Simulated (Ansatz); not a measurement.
**Si on Ni(100): change of the work function**

Aim: the work function of Ni(100) at several coverages of Si (hollow site), and the dipole that each adsorbate carries.

Main program and level: Ansatz 0.2.0; plane-wave DFT, PBE, Ansatz PAW.

Report form: the programs' logs are mostly left out.

### Step 1. Set-up

The cell holds 4 atoms: 4 Ni. Cell: a = 2.489 Å, b = 2.489 Å, c = 23.280 Å, α = 90.0°, β = 90.0°, γ = 90.0°. Vacuum lies along c.

### Step 2. The clean slab

The bare slab comes first, as the zero from which every change is counted. The two lowest layers are held at bulk places and the upper ones relax. The dipole correction removes the false field that a one-sided slab makes across the periodic vacuum, so each face gets a flat vacuum level of its own.

input.yaml reads:

```yaml
crystal:
  lattice:
    - [2.4890158698, 0.0, 0.0]
    - [0.0, 2.4890158698, 0.0]
    - [0.0, 0.0, 23.28]
  atoms:
    - { symbol: Ni, position: [0.5, 0.5, 0.3865979381], spin: 0.7 }
    - { symbol: Ni, position: [0.0, 0.0, 0.4621993127], spin: 0.7 }
    - { symbol: Ni, position: [0.5, 0.5, 0.5378006873], spin: 0.7 }
    - { symbol: Ni, position: [0.0, 0.0, 0.6134020619], spin: 0.7 }
magnetization:
  spin_polarized: true
kpoints:
  mp_grid: { grid: [12, 12, 1] }
hamiltonian:
  xc: pbe
scf:
  occupations: { method: fermi_dirac, width: 0.1 }
  convergence: { dr2_threshold: 1.0e-08 }
efield:
  axis: 3
  dipole_correction: true
  ramp_position: 0.97
  ramp_width: 0.06
relax:
  f_tol: 0.02
  max_steps: 60
  constraints: [{ sites: [0, 1] }]
output:
  write_potential: true
  write_density: true
  volumetric_format: npy
```

Launch:

```
> ansatz run input.yaml --threads 8 --pin off --max-ram 16384MiB --backend cpu --events-out ev --progress --plain --runs-dir out
```

The job ended after 20 s (8 threads of Arm Neoverse V2, shared host; peak memory 0.71 GiB; 2.4 min of CPU time).

The steps of the relaxation:

| step | energy less that of the first step (eV) | largest force component (eV/Å) |
| --- | --- | --- |
| 1 | 0.0000 | 0.3940 |
| 2 | -0.0065 | 0.2673 |
| 3 | -0.0113 | 0.0164 |

The run keeps the 8 symmetry operations that it works with, so distortions that break them were not tested.

The atoms that moved most (Å):

| atom | dx | dy | dz | length |
| --- | --- | --- | --- | --- |
| Ni4 | 0.000 | 0.000 | -0.044 | 0.044 |
| Ni3 | 0.000 | 0.000 | 0.022 | 0.022 |

This step gave:

```yaml
energy_at_zero_smearing: -23357.1315 eV
total_moment: 2.748 μB
site_moments: 0.7629, 0.6930, 0.6964, 0.7580 μB
work_function_upper_face: 4.883 eV
dipole_along_the_normal: 5.30e-6 e·Å
```

Running mean over 1.76 Å of the planar mean; the ramp of the sawtooth is left out. Electron's electrostatic potential energy less the Fermi level against z:

| z (Å) | electron's electrostatic potential energy less the Fermi level (eV) |
| --- | --- |
| 3 | 4.88 |
| 4 | 4.88 |
| 5 | 4.88 |
| 6 | 4.84 |
| 7 | 4.38 |
| 8 | -1.70 |
| 9 | -9.86 |
| 10 | -10.3 |
| 11 | -10.3 |
| 12 | -10.2 |
| 13 | -10.9 |
| 14 | -10.5 |
| 15 | -4.60 |
| 16 | 3.97 |
| 17 | 4.81 |
| 18 | 4.88 |
| 19 | 4.88 |
| 20 | 4.88 |

Site moment by atom:

| atom | site moment (μB) |
| --- | --- |
| Ni1 | 0.763 |
| Ni2 | 0.693 |
| Ni3 | 0.696 |
| Ni4 | 0.758 |

The relaxation took 3 steps and lowered the energy by 0.011 eV; the largest force on the free atoms ends at 0.016 eV/Å.

The work function of the upper face is 4.88 eV.

### Step 3. The covered slab, k-mesh 4×4×1, coverage 0.111 ML

System of this step: Si/Ni(100). The cell holds 37 atoms: 36 Ni and 1 Si. Its edges and angles: a = 7.467 Å, b = 7.467 Å, c = 24.897 Å, α = 90.0°, β = 90.0°, γ = 90.0°. Vacuum lies along c.

The clean slab as it ended is repeated in the plane and the adsorbate is set on one face; the cell's size fixes the coverage, and the k-mesh shrinks with it to keep the sampling density about even. Adsorbate and upper layers relax, since the dipole depends on the height.

input.yaml reads:

```yaml
crystal:
  lattice:
    - [7.4670476094, 0.0, 0.0]
    - [0.0, 7.4670476094, 0.0]
    - [0.0, 0.0, 24.8973126539]
  atoms:
    - { symbol: Ni, position: [0.1666666667, 0.1666666667, 0.3614847966], spin: 0.76 }
    - { symbol: Ni, position: [0.0, 0.0, 0.4321751568], spin: 0.69 }
    - { symbol: Ni, position: [0.1666666667, 0.1666666667, 0.5037551102], spin: 0.7 }
    - { symbol: Ni, position: [0.0, 0.0, 0.5717733824], spin: 0.76 }
    - { symbol: Ni, position: [0.1666666667, 0.5, 0.3614847966], spin: 0.76 }
    - { symbol: Ni, position: [0.0, 0.3333333333, 0.4321751568], spin: 0.69 }
    - { symbol: Ni, position: [0.1666666667, 0.5, 0.5037551102], spin: 0.7 }
    - { symbol: Ni, position: [0.0, 0.3333333333, 0.5717733824], spin: 0.76 }
[... 25 atom lines left out ...]
    - { symbol: Ni, position: [0.6666666667, 0.6666666667, 0.4321751568], spin: 0.69 }
    - { symbol: Ni, position: [0.8333333333, 0.8333333333, 0.5037551102], spin: 0.7 }
    - { symbol: Ni, position: [0.6666666667, 0.6666666667, 0.5717733824], spin: 0.76 }
    - { symbol: Si, position: [0.1666666667, 0.1666666667, 0.6385152034] }
magnetization:
  spin_polarized: true
kpoints:
  mp_grid: { grid: [4, 4, 1] }
hamiltonian:
  xc: pbe
scf:
  occupations: { method: fermi_dirac, width: 0.1 }
  convergence: { dr2_threshold: 1.0e-08 }
efield:
  axis: 3
  dipole_correction: true
  ramp_position: 0.97
  ramp_width: 0.06
relax:
  f_tol: 0.02
  max_steps: 60
  constraints:
    - { sites: [0, 1, 4, 5, 8, 9, 12, 13, 16, 17, 20, 21, 24, 25, 28, 29, 32, 33] }
output:
  write_potential: true
  write_density: true
  volumetric_format: npy
```

Elapsed: 22 min, on 8 threads; peak memory 12 GiB.

The steps of the relaxation:

| step | energy less that of the first step (eV) | largest force component (eV/Å) |
| --- | --- | --- |
| 1 | 0.0000 | 1.8408 |
| 2 | -0.1795 | 1.2609 |
| 3 | -0.3287 | 0.1919 |
| 4 | -0.3403 | 0.0788 |
| 5 | -0.3399 | 0.0893 |
| 6 | -0.3411 | 0.0042 |

Relaxation step 5 was tried and not accepted.

Forces are held to the 8 operations that the run works with; a distortion that breaks them can't arise in this run.

The atoms that moved most (Å):

| atom | dx | dy | dz | length |
| --- | --- | --- | --- | --- |
| Si37 | 0.000 | 0.000 | -0.305 | 0.305 |
| Ni4 | -0.040 | -0.040 | 0.058 | 0.081 |
| Ni16 | 0.040 | -0.040 | 0.058 | 0.081 |
| Ni8 | -0.040 | 0.040 | 0.058 | 0.081 |
| Ni20 | 0.040 | 0.040 | 0.058 | 0.081 |
| Ni19 | 0.004 | 0.004 | -0.018 | 0.019 |
| Ni31 | -0.004 | 0.004 | -0.018 | 0.019 |
| Ni23 | 0.004 | -0.004 | -0.018 | 0.019 |

The relaxed structure:

```cif
data_structure
_symmetry_space_group_name_H-M 'P 1'
_symmetry_Int_Tables_number 1
_cell_length_a 7.4670
_cell_length_b 7.4670
_cell_length_c 24.8973
_cell_angle_alpha 90.000
_cell_angle_beta 90.000
_cell_angle_gamma 90.000
_cell_volume 1388.19
loop_
_atom_site_label
_atom_site_type_symbol
_atom_site_fract_x
_atom_site_fract_y
_atom_site_fract_z
_atom_site_occupancy
Ni1 Ni 0.16667 0.16667 0.36148 1
Ni2 Ni 0.00000 0.00000 0.43218 1
Ni3 Ni 0.16667 0.16667 0.50445 1
Ni4 Ni 0.99460 0.99460 0.57409 1
Ni5 Ni 0.16667 0.50000 0.36148 1
Ni6 Ni 0.00000 0.33333 0.43218 1
Ni7 Ni 0.16667 0.49953 0.50374 1
Ni8 Ni 0.99460 0.33874 0.57409 1
Ni9 Ni 0.16667 0.83333 0.36148 1
Ni10 Ni 0.00000 0.66667 0.43218 1
Ni11 Ni 0.16667 0.83380 0.50374 1
Ni12 Ni 0.99949 0.66667 0.57156 1
Ni13 Ni 0.50000 0.16667 0.36148 1
Ni14 Ni 0.33333 0.00000 0.43218 1
Ni15 Ni 0.49953 0.16667 0.50374 1
Ni16 Ni 0.33874 0.99460 0.57409 1
Ni17 Ni 0.50000 0.50000 0.36148 1
Ni18 Ni 0.33333 0.33333 0.43218 1
Ni19 Ni 0.50050 0.50050 0.50301 1
Ni20 Ni 0.33874 0.33874 0.57409 1
Ni21 Ni 0.50000 0.83333 0.36148 1
Ni22 Ni 0.33333 0.66667 0.43218 1
Ni23 Ni 0.50050 0.83284 0.50301 1
Ni24 Ni 0.33384 0.66667 0.57156 1
Ni25 Ni 0.83333 0.16667 0.36148 1
Ni26 Ni 0.66667 0.00000 0.43218 1
Ni27 Ni 0.83380 0.16667 0.50374 1
Ni28 Ni 0.66667 0.99949 0.57156 1
Ni29 Ni 0.83333 0.50000 0.36148 1
Ni30 Ni 0.66667 0.33333 0.43218 1
Ni31 Ni 0.83284 0.50050 0.50301 1
Ni32 Ni 0.66667 0.33384 0.57156 1
Ni33 Ni 0.83333 0.83333 0.36148 1
Ni34 Ni 0.66667 0.66667 0.43218 1
Ni35 Ni 0.83284 0.83284 0.50301 1
Ni36 Ni 0.66667 0.66667 0.57138 1
Si37 Si 0.16667 0.16667 0.62627 1
```

Numbers from this step:

```
energy at zero smearing   : -210851.2656 eV
total moment              : 23.05 μB
work function, upper face : 4.900 eV
dipole along the normal   : -0.002648 e·Å
```

Running mean over 1.76 Å of the planar mean; the ramp of the sawtooth is left out. Electron's electrostatic potential energy less the Fermi level against z:

| z (Å) | electron's electrostatic potential energy less the Fermi level (eV) |
| --- | --- |
| 3.5 | 4.89 |
| 4.0 | 4.89 |
| 4.5 | 4.89 |
| 5.0 | 4.89 |
| 5.5 | 4.88 |
| 6.0 | 4.85 |
| 6.5 | 4.75 |
| 7.0 | 4.39 |
| 7.5 | 2.94 |
| 8.0 | -1.71 |
| 8.5 | -7.37 |
| 9.0 | -9.87 |
| 9.5 | -10.2 |
| 10.0 | -10.3 |
| 10.5 | -10.3 |
| 11.0 | -10.3 |
| 11.5 | -10.2 |
| 12.0 | -10.2 |
| 12.5 | -10.4 |
| 13.0 | -10.6 |
| 13.5 | -10.7 |
| 14.0 | -10.4 |
| 14.5 | -9.66 |
| 15.0 | -5.93 |
| 15.5 | -0.485 |
| 16.0 | 2.53 |
| 16.5 | 3.76 |
| 17.0 | 4.50 |
| 17.5 | 4.79 |
| 18.0 | 4.87 |
| 18.5 | 4.89 |
| 19.0 | 4.90 |
| 19.5 | 4.90 |
| 20.0 | 4.90 |
| 20.5 | 4.90 |
| 21.0 | 4.90 |
| 21.5 | 4.90 |

Site moment by element, in μB:

| element | atoms | mean | spread (r.m.s.) | least | largest |
| --- | --- | --- | --- | --- | --- |
| Ni | 36 | 0.678 | 0.097 | 0.422 | 0.766 |
| Si | 1 | -0.014 | 0.000 | -0.014 | -0.014 |

The atoms farthest from the mean of their element:

| atom | x, y, z (Å) | site moment (μB) |
| --- | --- | --- |
| Ni4 | -0.04, -0.04, 14.29 | 0.422 |
| Ni20 | 2.53, 2.53, 14.29 | 0.422 |
| Ni16 | 2.53, -0.04, 14.29 | 0.422 |
| Ni8 | -0.04, 2.53, 14.29 | 0.422 |
| Ni33 | 6.22, 6.22, 9.00 | 0.766 |
| Ni17 | 3.73, 3.73, 9.00 | 0.766 |
| Ni21 | 3.73, 6.22, 9.00 | 0.766 |
| Ni29 | 6.22, 3.73, 9.00 | 0.766 |

The relaxation took 6 steps and lowered the energy by 0.34 eV; the largest force on the free atoms ends at 0.0042 eV/Å.

The covered face has 4.90 eV, +0.02 eV against the clean one; the bare back face has moved by +0.01 eV, a measure of how thin the slab is.

### Step 4. The covered slab, k-mesh 6×6×1, coverage 0.25 ML

System of this step: Si/Ni(100). The cell holds 17 atoms: 16 Ni and 1 Si. Cell: a = 4.978 Å, b = 4.978 Å, c = 24.897 Å, α = 90.0°, β = 90.0°, γ = 90.0°. Vacuum lies along c.

Another coverage, to see how the dipoles act on each other as their distance changes.

input.yaml reads:

```yaml
crystal:
  lattice:
    - [4.9780317396, 0.0, 0.0]
    - [0.0, 4.9780317396, 0.0]
    - [0.0, 0.0, 24.8973126539]
  atoms:
    - { symbol: Ni, position: [0.25, 0.25, 0.3614847966], spin: 0.76 }
    - { symbol: Ni, position: [0.0, 0.0, 0.4321751568], spin: 0.69 }
    - { symbol: Ni, position: [0.25, 0.25, 0.5037551102], spin: 0.7 }
    - { symbol: Ni, position: [0.0, 0.0, 0.5717733824], spin: 0.76 }
    - { symbol: Ni, position: [0.25, 0.75, 0.3614847966], spin: 0.76 }
    - { symbol: Ni, position: [0.0, 0.5, 0.4321751568], spin: 0.69 }
    - { symbol: Ni, position: [0.25, 0.75, 0.5037551102], spin: 0.7 }
    - { symbol: Ni, position: [0.0, 0.5, 0.5717733824], spin: 0.76 }
    - { symbol: Ni, position: [0.75, 0.25, 0.3614847966], spin: 0.76 }
    - { symbol: Ni, position: [0.5, 0.0, 0.4321751568], spin: 0.69 }
    - { symbol: Ni, position: [0.75, 0.25, 0.5037551102], spin: 0.7 }
    - { symbol: Ni, position: [0.5, 0.0, 0.5717733824], spin: 0.76 }
    - { symbol: Ni, position: [0.75, 0.75, 0.3614847966], spin: 0.76 }
    - { symbol: Ni, position: [0.5, 0.5, 0.4321751568], spin: 0.69 }
    - { symbol: Ni, position: [0.75, 0.75, 0.5037551102], spin: 0.7 }
    - { symbol: Ni, position: [0.5, 0.5, 0.5717733824], spin: 0.76 }
    - { symbol: Si, position: [0.25, 0.25, 0.6385152034] }
magnetization:
  spin_polarized: true
kpoints:
  mp_grid: { grid: [6, 6, 1] }
hamiltonian:
  xc: pbe
scf:
  occupations: { method: fermi_dirac, width: 0.1 }
  convergence: { dr2_threshold: 1.0e-08 }
efield:
  axis: 3
  dipole_correction: true
  ramp_position: 0.97
  ramp_width: 0.06
relax:
  f_tol: 0.02
  max_steps: 60
  constraints: [{ sites: [0, 1, 4, 5, 8, 9, 12, 13] }]
output:
  dos: { projected: true, e_range: [-8, 4] }
  write_potential: true
  write_density: true
  volumetric_format: npy
  elf: true
```

Run time: 4.4 min. Hardware: 8 threads; peak memory 5.5 GiB.

The steps of the relaxation:

| step | energy less that of the first step (eV) | largest force component (eV/Å) |
| --- | --- | --- |
| 1 | 0.0000 | 1.8424 |
| 2 | -0.1803 | 1.2704 |
| 3 | -0.3304 | 0.1895 |
| 4 | -0.3377 | 0.0705 |
| 5 | -0.3382 | 0.0150 |

Forces are held to the 8 operations that the run works with; a distortion that breaks them can't arise in this run.

The atoms that moved most (Å):

| atom | dx | dy | dz | length |
| --- | --- | --- | --- | --- |
| Si17 | 0.000 | 0.000 | -0.296 | 0.296 |
| Ni4 | -0.030 | -0.030 | 0.042 | 0.060 |
| Ni12 | 0.030 | -0.030 | 0.042 | 0.060 |
| Ni8 | -0.030 | 0.030 | 0.042 | 0.060 |
| Ni16 | 0.030 | 0.030 | 0.042 | 0.060 |
| Ni15 | 0.000 | 0.000 | -0.052 | 0.052 |

The relaxed structure:

```
Ni Si
1.0
     4.97803    0.00000    0.00000
     0.00000    4.97803    0.00000
     0.00000    0.00000   24.89731
Ni Si
16 1
Direct
  0.25000 0.25000 0.36148
  0.00000 0.00000 0.43218
  0.25000 0.25000 0.50374
  0.99388 0.99388 0.57346
  0.25000 0.75000 0.36148
  0.00000 0.50000 0.43218
  0.25000 0.75000 0.50365
  0.99388 0.50612 0.57346
  0.75000 0.25000 0.36148
  0.50000 0.00000 0.43218
  0.75000 0.25000 0.50365
  0.50612 0.99388 0.57346
  0.75000 0.75000 0.36148
  0.50000 0.50000 0.43218
  0.75000 0.75000 0.50167
  0.50612 0.50612 0.57346
  0.25000 0.25000 0.62662
```

This step gave:

- energy at zero smearing: -94065.5792 eV
- total moment: 9.113 μB
- work function, upper face: 4.859 eV
- work function, lower face: 4.891 eV
- dipole along the normal: 0.004436 e·Å
- step between the vacuum levels: -0.03241 eV

The density of states has structure finer than the step of the table below, so its rows give means over 0.25 eV, whole bins alone (the curve runs from -8 to 1.98 eV). Peaks (eV: height): total -2.170: 63.3, -1.650: 58.5, -1.290: 54.7, -1.050: 61.6, -0.960: 58.5, -0.780: 60.2, -0.570: 71.6; up -3.160: 24.4, -2.290: 32.0, -2.170: 41.0, -1.650: 38.5, -1.500: 24.2, -0.780: 34.8, -0.570: 47.2; down -1.770: 29.2, -1.530: 38.2, -1.470: 32.1, -1.050: 35.0, -0.960: 30.0, -0.180: 30.1, 0.240: 32.6.

Table of density of states by energy, zero at the Fermi level; means over each step; values in states/eV a cell:

| energy (eV) | total | up | down |
| --- | --- | --- | --- |
| -7.75 | 1.41 | 0.694 | 0.714 |
| -7.50 | 1.53 | 0.762 | 0.765 |
| -7.25 | 1.59 | 0.799 | 0.790 |
| -7.00 | 1.56 | 0.795 | 0.761 |
| -6.75 | 0.877 | 0.445 | 0.432 |
| -6.50 | 1.28 | 0.646 | 0.631 |
| -6.25 | 1.57 | 0.794 | 0.774 |
| -6.00 | 4.55 | 2.28 | 2.27 |
| -5.75 | 1.96 | 1.08 | 0.878 |
| -5.50 | 3.87 | 1.93 | 1.94 |
| -5.25 | 2.71 | 1.44 | 1.28 |
| -5.00 | 5.25 | 3.19 | 2.06 |
| -4.75 | 4.63 | 2.24 | 2.40 |
| -4.50 | 8.29 | 5.65 | 2.65 |
| -4.25 | 13.4 | 8.45 | 4.95 |
| -4.00 | 16.6 | 9.85 | 6.71 |
| -3.75 | 24.4 | 16.8 | 7.65 |
| -3.50 | 21.3 | 13.6 | 7.71 |
| -3.25 | 29.6 | 12.5 | 17.0 |
| -3.00 | 25.0 | 15.1 | 9.94 |
| -2.75 | 30.3 | 17.3 | 13.1 |
| -2.50 | 32.1 | 17.6 | 14.5 |
| -2.25 | 45.5 | 28.5 | 17.0 |
| -2.00 | 31.9 | 15.9 | 16.1 |
| -1.75 | 43.6 | 22.9 | 20.7 |
| -1.50 | 46.0 | 22.9 | 23.1 |
| -1.25 | 45.7 | 25.6 | 20.1 |
| -1.00 | 50.3 | 27.2 | 23.1 |
| -0.75 | 54.0 | 30.7 | 23.3 |
| -0.50 | 48.8 | 24.8 | 24.0 |
| -0.25 | 31.4 | 6.16 | 25.2 |
| 0.00 | 26.4 | 3.56 | 22.9 |
| 0.25 | 25.9 | 3.52 | 22.3 |
| 0.50 | 8.93 | 2.24 | 6.69 |
| 0.75 | 7.91 | 3.91 | 4.00 |
| 1.00 | 6.45 | 3.13 | 3.32 |
| 1.25 | 6.80 | 3.14 | 3.66 |
| 1.50 | 6.82 | 3.28 | 3.54 |
| 1.75 | 5.85 | 2.56 | 3.30 |

Projected DOS per atom over height of the atomic layer and energy from the Fermi level. Layers: Ni4 Ni4 Ni4 Ni4 Si from below.

Ten even steps from '0' (0.02 states/eV) to '9' (4.04 states/eV), each cell a mean:
```
00001
00002
00002
22211
54431
75671
96581
86671
64461
56651
34441
24431
24421
12211
01100
00000
00000
00000
00000
00000
00000
00000
```
Columns: height of the atomic layer (Å) from 9 to 15.6 (not evenly spaced); rows upwards: energy from the Fermi level (eV) from -7.96 to 1.95.

Projected DOS per atom, spin up over height of the atomic layer and energy from the Fermi level. Layers: Ni4 Ni4 Ni4 Ni4 Si from below.

Ten even steps from '_' (0.01 states/eV) to '@' (2.28 states/eV), each cell a mean:
```
________..
________..
________::
________..
____......
++++****..
@@**++##__
##++++**..
##----**..
******++..
========..
::------__
::++++::..
..--::....
__....____
__________
__________
__________
__________
__________
__________
__________
```
Columns: height of the atomic layer (Å) from 9 to 15.6 (not evenly spaced); rows upwards: energy from the Fermi level (eV) from -7.96 to 1.95.

Projected DOS per atom, spin down over height of the atomic layer and energy from the Fermi level. Layers: Ni4 Ni4 Ni4 Ni4 Si from below.

Ten even steps from '_' (0.01 states/eV) to '@' (1.89 states/eV), each cell a mean:
```
________..
________::
________::
====--::..
@@####**..
@@****##..
@@**++%%..
##****##..
==++****..
======++..
::----==..
::**++--..
..::::::..
..::::....
__________
__________
__________
__________
__________
__________
__________
__________
```
Columns: height of the atomic layer (Å) from 9 to 15.6 (not evenly spaced); rows upwards: energy from the Fermi level (eV) from -7.96 to 1.95.

Site moment by atom:

| atom | site moment (μB) |
| --- | --- |
| Ni1 | 0.741 |
| Ni2 | 0.684 |
| Ni3 | 0.706 |
| Ni4 | 0.366 |
| Ni5 | 0.766 |
| Ni6 | 0.684 |
| Ni7 | 0.604 |
| Ni8 | 0.366 |
| Ni9 | 0.766 |
| Ni10 | 0.684 |
| Ni11 | 0.604 |
| Ni12 | 0.366 |
| Ni13 | 0.757 |
| Ni14 | 0.684 |
| Ni15 | 0.570 |
| Ni16 | 0.366 |
| Si17 | -0.018 |

Spin density in the ca plane at fractional y = 0.250, with atoms of Ni and Si within 0.2 Å of it.

Values in e/Å³, 7 rows by 16 columns, each cell a mean:
```
0.0 0.0 0.1 0.0 0.0 0.1 0.0 0.0 0.0 0.0 0.0 0.0 0.0 0.0 0.0 0.0
0.0 0.1 1.1 0.0 0.0 0.8 0.2 0.0 0.0 0.0 0.0 0.0 0.0 0.0 0.0 0.0
0.0 0.0 0.2 0.0 0.0 0.1 0.1 0.0 0.0 0.0 0.0 0.0 0.0 0.0 0.0 0.0
0.0 0.0 0.0 0.0 0.0 0.0 0.0 0.0 0.0 0.0 0.0 0.0 0.0 0.0 0.0 0.0
0.0 0.1 0.5 0.0 0.0 0.4 0.1 0.0 0.0 0.0 0.0 0.0 0.0 0.0 0.0 0.0
0.0 0.1 0.8 0.0 0.0 0.7 0.2 0.0 0.0 0.0 0.0 0.0 0.0 0.0 0.0 0.0
0.0 0.0 0.0 0.0 0.0 0.0 0.0 0.0 0.0 0.0 0.0 0.0 0.0 0.0 0.0 0.0
```
Columns run along c (16.0 Å, from fractional 0.28 to 0.92 of the cell), rows up along a (5.0 Å). Atoms in or near the plane, at fractional coordinates: Ni at (0.36, 0.25), Ni at (0.50, 0.25), Ni at (0.36, 0.75), Ni at (0.50, 0.75), Si at (0.63, 0.25).

Valence density in the ca plane at fractional y = 0.250, with atoms of Ni and Si within 0.2 Å of it. It is the smooth field of the valence electrons, not physical close to the nuclei.

Ten steps, logarithmic in the rise over the least value, from '0' (0 e/Å³) to '9' (44 e/Å³), each cell a mean:
```
00000111111111111111110000000000000000000000
00002453110001355310000000000000000000000000
00014897210001599510000000000000000000000000
00014796210001588510000000000000000000000000
00002453110001355310000000000000000000000000
00000111111111111111110000000000000000000000
00000111111111111101111100000000000000000000
00001232110101133110111111000000000000000000
00003685210001477410011101100000000000000000
00014897310001699610011000100000000000000000
00003675210001477410011101100000000000000000
00001232110101122110111111000000000000000000
00000111111110111101111100000000000000000000
```
Columns run along c (16.0 Å, from fractional 0.28 to 0.92 of the cell), rows up along a (5.0 Å). Atoms in or near the plane, at fractional coordinates: Ni at (0.36, 0.25), Ni at (0.50, 0.25), Ni at (0.36, 0.75), Ni at (0.50, 0.75), Si at (0.63, 0.25).

ELF in the ca plane at fractional y = 0.250, with atoms of Ni and Si within 0.2 Å of it. It is the smooth field of the valence electrons, not physical close to the nuclei.

Ten even steps from '0' (0.00) to '9' (0.94), each cell a mean:
```
01122222232223222222223455432100000000000000
00111232222222233222222221100000000000000000
00112464222221355322222110000000000000000000
00112464222221355312222110000000000000000000
00111232222222233222222222110000000000000000
01122222222223222222223455432100000000000000
01122222332223222232235677776421000000000000
01111222222222222122346778998642000000000000
00112343222221244212345447999752100000000000
00112564222222366312343267999863100000000000
00112343222221244212345447999752100000000000
01111222222222122122346778998642000000000000
01122222332223222232235677776421000000000000
```
Columns run along c (16.0 Å, from fractional 0.28 to 0.92 of the cell), rows up along a (5.0 Å). Atoms in or near the plane, at fractional coordinates: Ni at (0.36, 0.25), Ni at (0.50, 0.25), Ni at (0.36, 0.75), Ni at (0.50, 0.75), Si at (0.63, 0.25).

The relaxation took 5 steps and lowered the energy by 0.34 eV; the largest force on the free atoms ends at 0.015 eV/Å.

By hand: a sheet of dipoles makes a step −p/(ε₀A) in the electron's potential. With e/ε₀ = 180.95 V·Å, p = 0.004436 e·Å and A = 24.78 Å², that is −180.95 × (0.004436) / 24.78 = -0.032 eV, and the two vacuum levels of the run differ by -0.032 eV.

The covered face has 4.86 eV, -0.02 eV against the clean one; the bare back face has moved by +0.01 eV, a measure of how thin the slab is.

[end of part 1 of 2]

[Logs are printed without paths, hosts, clocks, repeated set-up lines and the standing remarks that a program may print on its own settings, such as how far it seeks lower states.]

[Hosts, paths, dates, database ids (printed as entryN), source tags and the programs' standing remarks are cut or masked in the printed files.]

[Maps of the electrostatic potential energy from Ansatz leave out the sawtooth potential of an applied field or a dipole correction, so their vacuum need not be flat; planar profiles and work functions include it.]

[The density of states shown here was stored with 400 of the rows of the run's finer table, so its peaks can read low, often by over a quarter, or be missed, and its means over a window can be off by a tenth or more.]
